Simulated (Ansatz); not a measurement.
# Ba2BeWO6: complex band structure

Wanted: the relaxed cell of Ba2BeWO6, its band edges and its decay constants. It is built by putting Be for Sr in the Ba2SrWO6 structure of space group R-3, with the volume rescaled by atomic radii. The parent structure comes from the Materials Project.

Method: r2SCAN DFT, plane waves, PAW files, in the first sound run; inputs show where later runs differ, in Ansatz 0.2.0.

The structure was built from a prototype and need not be the compound's stable phase.

## 1. Set-up

Symmetry: R-3, No. 148, trigonal system. The conventional cell has a = 5.895 Å, b = 5.895 Å, c = 14.132 Å, α = 90.00°, β = 90.00°, γ = 120.00°. Ba has 12 O at 2.60 to 3.32 Å nearest. Be has 6 O at 2.33 Å nearest. W has 6 O at 1.87 Å nearest. Nearest to O lie 1 W at 1.87 Å and 1 Be at 2.33 Å and 4 Ba at 2.60 to 3.32 Å. It derives from Ba2SrWO6. Be for Sr in the Ba2SrWO6 structure of space group R-3. Farther neighbours and most contacts between anions are not listed.

## 2. Relaxing the new crystal

The substituted atoms don't fit the parent's cell, so cell and atoms relax together. A small smearing keeps the run stable in case the gap closes on the way.

Contents of input.yaml:

```yaml
crystal:
  lattice:
    - [2.9477320974, 1.7018739199, 4.7107466127]
    - [-2.9477320974, 1.7018739199, 4.7107466127]
    - [0.0, -3.4037478398, 4.7107466127]
  atoms:
    - { symbol: Ba, position: [0.746828, 0.746828, 0.746828] }
    - { symbol: Ba, position: [0.253172, 0.253172, 0.253172] }
    - { symbol: Be, position: [0.0, 0.0, 0.0] }
    - { symbol: W, position: [0.5, 0.5, 0.5] }
    - { symbol: O, position: [0.782256, 0.285898, 0.660721] }
    - { symbol: O, position: [0.714102, 0.339279, 0.217744] }
    - { symbol: O, position: [0.285898, 0.660721, 0.782256] }
    - { symbol: O, position: [0.660721, 0.782256, 0.285898] }
    - { symbol: O, position: [0.339279, 0.217744, 0.714102] }
    - { symbol: O, position: [0.217744, 0.714102, 0.339279] }
kpoints:
  mp_grid: { grid: [4, 4, 4] }
scf:
  occupations: { method: gaussian, width: 0.03 }
hamiltonian:
  xc: r2scan
output:
  forces: true
  stress: true
relax:
  f_tol: 0.02
  max_steps: 60
  cell: {}
```

Launch:

```console
$ ansatz run input.yaml --threads 2 --pin off --max-ram 4096MiB --backend cpu --events-out ev --progress --plain --runs-dir out
```

Numbers of over 12 decimals in the logs are rounded to 6 here.

The log of the run:

```text
Engine: ansatz 0.2.0, aarch64-unknown-linux-gnu
Pseudopotentials: kind: paw
Pseudopotential: Ba, paw, valence charge 10, recommended cutoff 500 eV (meta_gga), Ba.paw.azcp
Pseudopotential: Be, paw, valence charge 2, recommended cutoff 500 eV (meta_gga), Be.paw.azcp
Pseudopotential: W, paw, valence charge 14, recommended cutoff 500 eV (meta_gga), W.paw.azcp
Pseudopotential: O, paw, valence charge 6, recommended cutoff 500 eV (meta_gga), O.paw.azcp
Functional definition: r2SCAN
  parameter k0 = 0.174
  parameter k1 = 0.065
  parameter a1 = 4.9479
  exchange = r2scan_x(k0 = k0, k1 = k1, a1 = a1)
  correlation = r2scan_c
Crystal: 10 atoms, lattice volume = 141.794 Å³
Basis set: ecut = 500 eV, 3629 PW (Γ), exchange–correlation on 180×180×180 points (64 copies of the dense FFT grid, shifted against one another)
Bands: 46, of which v1, the nominal top of the filled ones, is band 36 counted from 1 (35 counted from 0)
Symmetry: 6 space group operations
Space group: R-3 (ITA 148), of the structure as read, at distance tolerance 5.2e-5 Å
k-points: 14 of 64
Non-local potential: Ba, projectors of the file, l = 0: 3, l = 1: 2, l = 2: 2, l = 3: 2
Non-local potential: Be, projectors of the file, l = 0: 2, l = 1: 2, l = 2: 1
Non-local potential: W, projectors of the file, l = 0: 3, l = 1: 2, l = 2: 2, l = 3: 1
Non-local potential: O, projectors of the file, l = 0: 2, l = 1: 2, l = 2: 1
PAW form: soft (Blöchl's): semilocal exchange-correlation on the pseudo side does not see the compensation charge
PAW frozen core: Ba, regenerated for the run's functional (the file was generated under x = pbe(κ = 0.804, μ = 0.219515), c = pbe(β = 0.066725))
PAW frozen core: Be, regenerated for the run's functional (the file was generated under x = pbe(κ = 0.804, μ = 0.219515), c = pbe(β = 0.066725))
PAW frozen core: W, regenerated for the run's functional (the file was generated under x = pbe(κ = 0.804, μ = 0.219515), c = pbe(β = 0.066725))
PAW frozen core: O, regenerated for the run's functional (the file was generated under x = pbe(κ = 0.804, μ = 0.219515), c = pbe(β = 0.066725))
PAW one-centre angular grid: Ba, 302 points (default); XC on 160 Gauss nodes
PAW one-centre angular grid: Be, 302 points (default); XC on 255 of its mesh's 2635 points in the sphere
PAW one-centre angular grid: W, 590 points (default); XC on 160 Gauss nodes
PAW one-centre angular grid: O, 302 points (default); XC on 160 Gauss nodes
Initial density: superposition of atomic densities (neutral atoms: chi_scale 0, normalization atom), corrected by the library's trained network
Initial wavefunctions: pseudopotential atomic-orbital guess
Functional: x = r2scan, c = r2scan; τ floored in thin density (d = 2e-4 eV/Å³)
SCF iter   1: F=—  HF=-25839.675984 eV  |F-HF|=—  |Δ(HF+E_count)|=         —  Δρ=9.86e-3  dr2=1.75e-1  dr2_τ=5.23e-1  ethr=1.77e-3  ⟨swp⟩=8.2  Hψ=2985  notcnv=0  defer=4
preconditioner: auto → Resta (q_TF=auto, 2.437 Å⁻¹)  ε∞=4.3  [insulator: Δε(μ)=3.737 eV  Ē_g=13.329 eV  σ=0.030 eV  W_gap=1.00  n_scr=26 (ndim 8)  ℏωp=24.2 eV  f_vac=0.000  D(μ)=0.00/eV (n_scr^D=0)  ε∞_Penn≈4.3]
SCF iter   2: F=—  HF=-25839.954745 eV  |F-HF|=—  |Δ(HF+E_count)|=   2.79e-1  Δρ=5.09e-3  dr2=2.16e-2  dr2_τ=8.18e-3  ethr=2.43e-4  ⟨swp⟩=3.0  Hψ=1309  notcnv=0  defer=64
SCF iter   3: F=—  HF=-25839.953926 eV  |F-HF|=—  |Δ(HF+E_count)|=   8.19e-4  Δρ=2.31e-3  dr2=6.52e-3  dr2_τ=4.38e-4  ethr=3.01e-5  ⟨swp⟩=3.0  Hψ=973  notcnv=0  defer=50
automatic band count: iteration 3 solves 45 bands in place of 46: the levels show a gap, and the empty bands left out lie too high to hold charge; the band table lists the bands solved (type scf.n_extra_bands for more)
SCF iter   4: F=—  HF=-25839.953415 eV  |F-HF|=—  |Δ(HF+E_count)|=   5.11e-4  Δρ=4.54e-4  dr2=2.19e-4  dr2_τ=2.49e-5  ethr=9.06e-6  ⟨swp⟩=2.0  Hψ=992  notcnv=0  defer=50
SCF iter   5: F=—  HF=-25839.953451 eV  |F-HF|=—  |Δ(HF+E_count)|=   3.54e-5  Δρ=1.47e-4  dr2=3.58e-5  dr2_τ=2.64e-6  ethr=3.04e-7  ⟨swp⟩=2.1  Hψ=974  notcnv=0  defer=50
SCF iter   6: F=—  HF=-25839.953561 eV  |F-HF|=—  |Δ(HF+E_count)|=   1.11e-4  Δρ=3.00e-5  dr2=2.11e-6  dr2_τ=2.16e-7  ethr=4.98e-8  ⟨swp⟩=2.0  Hψ=826  notcnv=0  defer=50
SCF iter   7: F=-25839.953561 eV  HF=-25839.953561 eV  |F-HF|=1.88e-8  |Δ(HF+E_count)|=   3.96e-8  Δρ=6.76e-6  dr2=7.64e-8  dr2_τ=1.50e-8  ethr=1.39e-10  ⟨swp⟩=3.5  Hψ=2849  notcnv=0
SCF 1 converged in 7 iterations: F = -25839.953561 eV  dr2 = 7.64e-8
  greatest PAW one-centre occupation: 0.999 electrons in one spin orbital (limit 2), on the W atom at site 3 (counted from 0), in its partial waves of l = 0
relax step   1: F+E_penalty+E_count = -25839.95356104 eV  Δ(F+E_penalty+E_count) = +0.000e0 eV  max|allowed force component| = 2.973e0 eV/Å  Δτ_max = 0.0000 Å  P = +1.828 GPa  Ω = 141.794 Å³  (7 SCF iters, dr2 threshold 1.00e-7 eV, accepted)
Crystal: 10 atoms, lattice volume = 127.542 Å³
Basis set: ecut = 500 eV, 3233 PW (Γ), exchange–correlation on 180×180×180 points (64 copies of the dense FFT grid, shifted against one another)
Initial density: handed on by an earlier stage of this run
Initial wavefunctions: those handed on with the density
iter 1 solved again at ethr=1.03e-3 eV; its pass at ethr=3.10e-3 eV (dr2=7.43e-1 eV) is discarded
SCF iter   1: F=—  HF=-25843.357440 eV  |F-HF|=—  |Δ(HF+E_count)|=         —  Δρ=1.93e-2  dr2=7.52e-1  dr2_τ=8.52e0  ethr=1.03e-3  ⟨swp⟩=1.0  Hψ=3208  notcnv=0
automatic band count: iteration 1 solves 41 bands in place of 46: the levels show a gap, and the empty bands left out lie too high to hold charge; the band table lists the bands solved (type scf.n_extra_bands for more)
preconditioner: auto → Resta (q_TF=auto, 2.480 Å⁻¹)  ε∞=5.0  [insulator: Δε(μ)=3.641 eV  Ē_g=13.222 eV  σ=0.030 eV  W_gap=1.00  n_scr=26 (ndim 8)  ℏωp=26.3 eV  f_vac=0.000  D(μ)=0.00/eV (n_scr^D=0)  ε∞_Penn≈5.0]
SCF iter   2: F=—  HF=-25842.265738 eV  |F-HF|=—  |Δ(HF+E_count)|=    1.09e0  Δρ=8.56e-3  dr2=6.11e-2  dr2_τ=2.34e-2  ethr=1.03e-3  ⟨swp⟩=4.1  Hψ=1155  notcnv=0
SCF iter   3: F=—  HF=-25842.282119 eV  |F-HF|=—  |Δ(HF+E_count)|=   1.64e-2  Δρ=3.87e-3  dr2=1.62e-2  dr2_τ=2.20e-3  ethr=8.48e-5  ⟨swp⟩=3.4  Hψ=962  notcnv=0  defer=5
SCF iter   4: F=—  HF=-25842.284156 eV  |F-HF|=—  |Δ(HF+E_count)|=   2.04e-3  Δρ=1.22e-3  dr2=1.53e-3  dr2_τ=2.39e-4  ethr=2.25e-5  ⟨swp⟩=3.0  Hψ=930  notcnv=0  defer=5
SCF iter   5: F=—  HF=-25842.284517 eV  |F-HF|=—  |Δ(HF+E_count)|=   3.61e-4  Δρ=3.74e-4  dr2=8.50e-5  dr2_τ=1.23e-5  ethr=2.13e-6  ⟨swp⟩=2.0  Hψ=1004  notcnv=0  defer=5
[...]
SCF iter   4: F=—  HF=-25842.805254 eV  |F-HF|=—  |Δ(HF+E_count)|=   7.15e-4  Δρ=1.22e-3  dr2=1.62e-3  dr2_τ=9.11e-5  ethr=2.17e-5  ⟨swp⟩=2.4  Hψ=907  notcnv=0
SCF iter   5: F=—  HF=-25842.805844 eV  |F-HF|=—  |Δ(HF+E_count)|=   5.91e-4  Δρ=5.75e-4  dr2=2.81e-4  dr2_τ=2.78e-5  ethr=2.26e-6  ⟨swp⟩=2.6  Hψ=967  notcnv=0
SCF iter   6: F=—  HF=-25842.806106 eV  |F-HF|=—  |Δ(HF+E_count)|=   2.62e-4  Δρ=1.86e-4  dr2=3.29e-5  dr2_τ=2.60e-6  ethr=3.90e-7  ⟨swp⟩=2.5  Hψ=918  notcnv=0
SCF iter   7: F=—  HF=-25842.806120 eV  |F-HF|=—  |Δ(HF+E_count)|=   1.35e-5  Δρ=3.82e-5  dr2=1.64e-6  dr2_τ=7.46e-8  ethr=4.56e-8  ⟨swp⟩=2.5  Hψ=952  notcnv=0
SCF iter   8: F=-25842.806120 eV  HF=-25842.806120 eV  |F-HF|=2.45e-9  |Δ(HF+E_count)|=   2.61e-7  Δρ=1.51e-5  dr2=2.02e-7  dr2_τ=1.09e-8  ethr=1.39e-9  ⟨swp⟩=4.9  Hψ=2174  notcnv=0
SCF 3 converged in 8 iterations: F = -25842.806120 eV  dr2 = 2.02e-7
relax step   3: F+E_penalty+E_count = -25842.80612028 eV  Δ(F+E_penalty+E_count) = -5.215e-1 eV  max|allowed force component| = 5.219e-1 eV/Å  Δτ_max = 0.1937 Å  P = -1.091 GPa  Ω = 122.681 Å³  energy of the carried Pulay correction = +7.691e-3 eV  (8 SCF iters, dr2 threshold 1.00e-6 eV, accepted)
[...]
relax step   4: F+E_penalty+E_count = -25842.83278721 eV  Δ(F+E_penalty+E_count) = -2.667e-2 eV  max|allowed force component| = 4.587e-1 eV/Å  Δτ_max = 0.0502 Å  P = -0.611 GPa  Ω = 122.873 Å³  energy of the carried Pulay correction = +7.609e-3 eV  (7 SCF iters, dr2 threshold 1.00e-6 eV, accepted)
[...]
relax step   5: F+E_penalty+E_count = -25842.87034455 eV  Δ(F+E_penalty+E_count) = -3.756e-2 eV  max|allowed force component| = 4.190e-3 eV/Å  Δτ_max = 0.0344 Å  P = -0.141 GPa  Ω = 123.122 Å³  energy of the carried Pulay correction = +7.501e-3 eV  (6 SCF iters, dr2 threshold 1.00e-6 eV, accepted)
[...]
relax step   6: F+E_penalty+E_count = -25842.87046842 eV  Δ(F+E_penalty+E_count) = -1.239e-4 eV  max|allowed force component| = 4.341e-3 eV/Å  Δτ_max = 0.0010 Å  P = +0.022 GPa  Ω = 122.978 Å³  energy of the carried Pulay correction = +7.563e-3 eV  (5 SCF iters, dr2 threshold 1.07e-7 eV, accepted)
[...]
relax step   7: F+E_penalty+E_count = -25842.86206256 eV  Δ(F+E_penalty+E_count) = +8.406e-3 eV  max|allowed force component| = 4.349e-3 eV/Å  Δτ_max = 0.0000 Å  P = +0.051 GPa  Ω = 122.978 Å³  stress off target by 5.95e-2 GPa  SCF on the basis re-selected at this cell (its energy is not comparable with the rows above)  (6 SCF iters)
[...]
relax step   8: F+E_penalty+E_count = -25842.86205555 eV  Δ(F+E_penalty+E_count) = +7.013e-6 eV  max|allowed force component| = 3.511e-4 eV/Å  Δτ_max = 0.0005 Å  P = -0.000 GPa  Ω = 123.025 Å³  energy of the carried Pulay correction = -1.765e-5 eV  (4 SCF iters, dr2 threshold 8.86e-9 eV, accepted)
iter 1 solved again at ethr=7.39e-8 eV; its pass at ethr=3.10e-3 eV (dr2=5.32e-5 eV) is discarded
SCF iter   1: F=—  HF=-25842.861995 eV  |F-HF|=—  |Δ(HF+E_count)|=         —  Δρ=3.38e-6  dr2=4.99e-9  dr2_τ=4.16e-9  ethr=7.39e-8  ⟨swp⟩=3.4  Hψ=4959  notcnv=0
eigensolver tolerance schedule: the retry pair's looser diagonalisation over-reported the residual by 10664.59 of it (diagonalisation noise at 0.34 of the residual, at the tolerance the schedule requests for it); recorded, not acted on — ethr = c·dr2/N_el stays at c = 1.0e-1
preconditioner: auto → Resta (q_TF=auto, 2.495 Å⁻¹)  ε∞=4.2  [insulator: Δε(μ)=3.160 eV  Ē_g=15.036 eV  σ=0.030 eV  W_gap=1.00  n_scr=26 (ndim 8)  ℏωp=26.8 eV  f_vac=0.000  D(μ)=0.00/eV (n_scr^D=0)  ε∞_Penn≈4.2]
SCF iter   2: F=—  HF=-25842.862100 eV  |F-HF|=—  |Δ(HF+E_count)|=   1.05e-4  Δρ=1.86e-6  dr2=2.01e-9  dr2_τ=4.66e-10  ethr=6.93e-12  ⟨swp⟩=3.9  Hψ=1634  notcnv=0
SCF iter   3: F=—  HF=-25842.862100 eV  |F-HF|=—  |Δ(HF+E_count)|=   1.13e-9  Δρ=1.01e-6  dr2=1.09e-9  dr2_τ=2.18e-10  ethr=2.80e-12  ⟨swp⟩=2.0  Hψ=1057  notcnv=0
SCF iter   4: F=-25842.862100 eV  HF=-25842.862100 eV  |F-HF|=3.64e-12  |Δ(HF+E_count)|=  1.60e-10  Δρ=2.34e-7  dr2=4.40e-11  dr2_τ=2.26e-11  ethr=1.00e-12  ⟨swp⟩=3.4  Hψ=2538  notcnv=0
SCF 9 converged in 4 iterations: F = -25842.862100 eV  dr2 = 4.40e-11
relax step   9: F+E_penalty+E_count = -25842.86210031 eV  Δ(F+E_penalty+E_count) = -4.476e-5 eV  max|allowed force component| = 3.355e-4 eV/Å  Δτ_max = 0.0000 Å  P = -0.001 GPa  Ω = 123.025 Å³  stress off target by 7.99e-4 GPa  SCF on the basis re-selected at this cell (its energy is not comparable with the rows above)  (4 SCF iters)
basis re-selected at this cell: Δ(F+E_penalty+E_count) = -4.476e-5 eV, ΔP = -0.000 GPa vs the last step (what re-selecting the basis moved, of the pressure what is left beyond the Pulay correction that the steps carried, after the strain that the cell walked since its last selection, with what the two solves' SCF thresholds leave and, on support functions, any second-order correction that the steps lacked; it is no m [...]
SCF converged after 4 iterations
Free energy (F): -25842.862100 eV
Harris-Foulkes:  -25842.862100 eV  (|F-HF|=3.64e-12)
Internal energy: -25842.862100 eV  (E = F + TS)
E sigma→0 (E₀):  -25842.862100 eV
Fermi energy:    11.588651 eV
--- Per-component energies (eV) ---
  E_band       = -184.029358
  E_kinetic    = 1870.732993
  E_local      = -3463.639671  (includes V_loc(G=0)·N_el)
  E_nonlocal   = 396.311557
  E_hartree    = 1292.631793
  E_xc         = -1028.239789
  E_vxc        = -1218.519433  (∫ρ·V_xc dr)
  E_paw        = -20114.748777  (= ΣΔE_a)
  E_vpaw       = -423.440374  (= ΣTr[D̂ρ^β])
  E_aug_tail   = 0.005959  (compensation charges beyond the density's cutoff)
  E_vtau       = 69.255697  (kinetic-family band-sum trace: ∫τ·v_τ [+ j·A + Jᵃ·Aᵃ] dr)
  E_ewald      = -4795.265375
  E_core_change = -0.650790  (= ΣΔE_core)
  E_smearing   = -0.000000  (= −TS)
  E_closure    = 0.000000  (closes the sum)
  Σ components = -25842.862100   (vs F -25842.862100, Δ=0.00e0)
--- Forces (eV/Å), atoms counted from 1 ---
  atom   1  Ba    -0.00000000     0.00000000    -0.00013713
  atom   2  Ba     0.00000000    -0.00000000     0.00013713
  atom   3  Be     0.00000000     0.00000000     0.00000000
  atom   4  W      0.00000000     0.00000000     0.00000000
  atom   5  O     -0.00031279     0.00008638     0.00033555
  atom   6  O     -0.00023120    -0.00022769    -0.00033555
  atom   7  O      0.00023120     0.00022769     0.00033555
  atom   8  O      0.00008159    -0.00031407     0.00033555
  atom   9  O     -0.00008159     0.00031407    -0.00033555
  atom  10  O      0.00031279    -0.00008638    -0.00033555
  max |Σ_I F_I| component: 2.30e-18 eV/Å
--- Stress (GPa, compression-positive) ---
       -0.000518      -0.000000      -0.000000
        0.000000      -0.000518       0.000000
       -0.000000       0.000000      -0.000799
  P = ⅓ Tr σ = -0.0006 GPa (-0.006 kbar)
--- Relaxed structure (7 steps of the walk, 7 accepted, 2 SCFs on fresh bases) ---
  F+E_penalty+E_count = -25842.86210031 eV   max|allowed force component| = 3.355e-4 eV/Å   (the final SCF, on the basis selected at the relaxed cell)
  cell:  # Å, volume = 123.0245 Å³
    - [2.791287, 1.611550, 4.558187]
    - [-2.791287, 1.611550, 4.558187]
    - [-5.501530582717189e-17, -3.223101, 4.558187]
  atoms:
    - { symbol: Ba, position: [0.750000, 0.750000, 0.750000] }
    - { symbol: Ba, position: [0.250000, 0.250000, 0.250000] }
    - { symbol: Be, position: [5.696716350355279e-19, 5.636947400121983e-19, -5.067692223513765e-19] }
    - { symbol: W, position: [0.500000, 0.500000, 0.500000] }
    - { symbol: O, position: [0.745926, 0.254073, 0.745915] }
    - { symbol: O, position: [0.745927, 0.254085, 0.254074] }
    - { symbol: O, position: [0.254073, 0.745915, 0.745926] }
    - { symbol: O, position: [0.745915, 0.745926, 0.254073] }
    - { symbol: O, position: [0.254085, 0.254074, 0.745927] }
    - { symbol: O, position: [0.254074, 0.745927, 0.254085] }
```

Elapsed: 59 s, on 2 threads of Arm Neoverse V1, shared host; peak memory 0.89 GiB.

Relaxation path:

| step | energy less that of the first step (eV) | largest force component (eV/Å) | pressure (GPa) | volume (Å³) |
| --- | --- | --- | --- | --- |
| 1 | 0.0000 | 2.9735 | 1.83 | 141.79 |
| 2 | -2.3311 | 0.8450 | -1.23 | 127.54 |
| 3 | -2.8526 | 0.5219 | -1.09 | 122.68 |
| 4 | -2.8792 | 0.4587 | -0.61 | 122.87 |
| 5 | -2.9168 | 0.0042 | -0.14 | 123.12 |
| 6 | -2.9169 | 0.0043 | 0.02 | 122.98 |
| 7* | -2.9085 | 0.0043 | 0.05 | 122.98 |
| 8 | -2.9085 | 0.0004 | 0.00 | 123.02 |
| 9* | -2.9085 | 0.0003 | 0.00 | 123.02 |

Relaxation steps marked * repeat the geometry before them on a plane-wave basis chosen anew for their cell, so energy and pressure can jump there.

Forces are held to the 6 operations that the run works with; a distortion that breaks them can't arise in this run.

| cell as run | before | after | change |
| --- | --- | --- | --- |
| a (Å) | 5.812 | 5.583 | -3.9 % |
| b (Å) | 5.812 | 5.583 | -3.9 % |
| c (Å) | 5.812 | 5.583 | -3.9 % |
| α (°) | 60.96 | 60.00 | -1.6 % |
| β (°) | 60.96 | 60.00 | -1.6 % |
| γ (°) | 60.96 | 60.00 | -1.6 % |
| volume (Å³/atom) | 14.18 | 12.30 | -13.2 % |

The atoms that moved most (Å, as changes of fractional coordinates times the final cell):

| atom | dx | dy | dz | length |
| --- | --- | --- | --- | --- |
| O5 | -0.013 | -0.384 | 0.078 | 0.392 |
| O10 | 0.013 | 0.384 | -0.078 | 0.392 |
| O7 | -0.327 | 0.203 | 0.078 | 0.392 |
| O6 | 0.327 | -0.203 | -0.078 | 0.392 |
| O8 | 0.339 | 0.181 | 0.078 | 0.392 |
| O9 | -0.339 | -0.181 | -0.078 | 0.392 |
| Ba1 | 0.000 | 0.000 | 0.043 | 0.043 |
| Ba2 | 0.000 | 0.000 | -0.043 | 0.043 |

This step gave:

* free energy: -25842.8621 eV
* Fermi energy: 11.59 eV
* pressure: -6.12e-4 GPa

The largest force component on a free atom ends at 3.4e-4 eV/Å.

[end of part 1 of 4]

[Logs are printed without paths, hosts, clocks, repeated set-up lines and the standing remarks that a program may print on its own settings, such as how far it seeks lower states.]

[Hosts, paths, dates, database ids (printed as entryN), source tags and the programs' standing remarks are cut or masked in the printed files.]
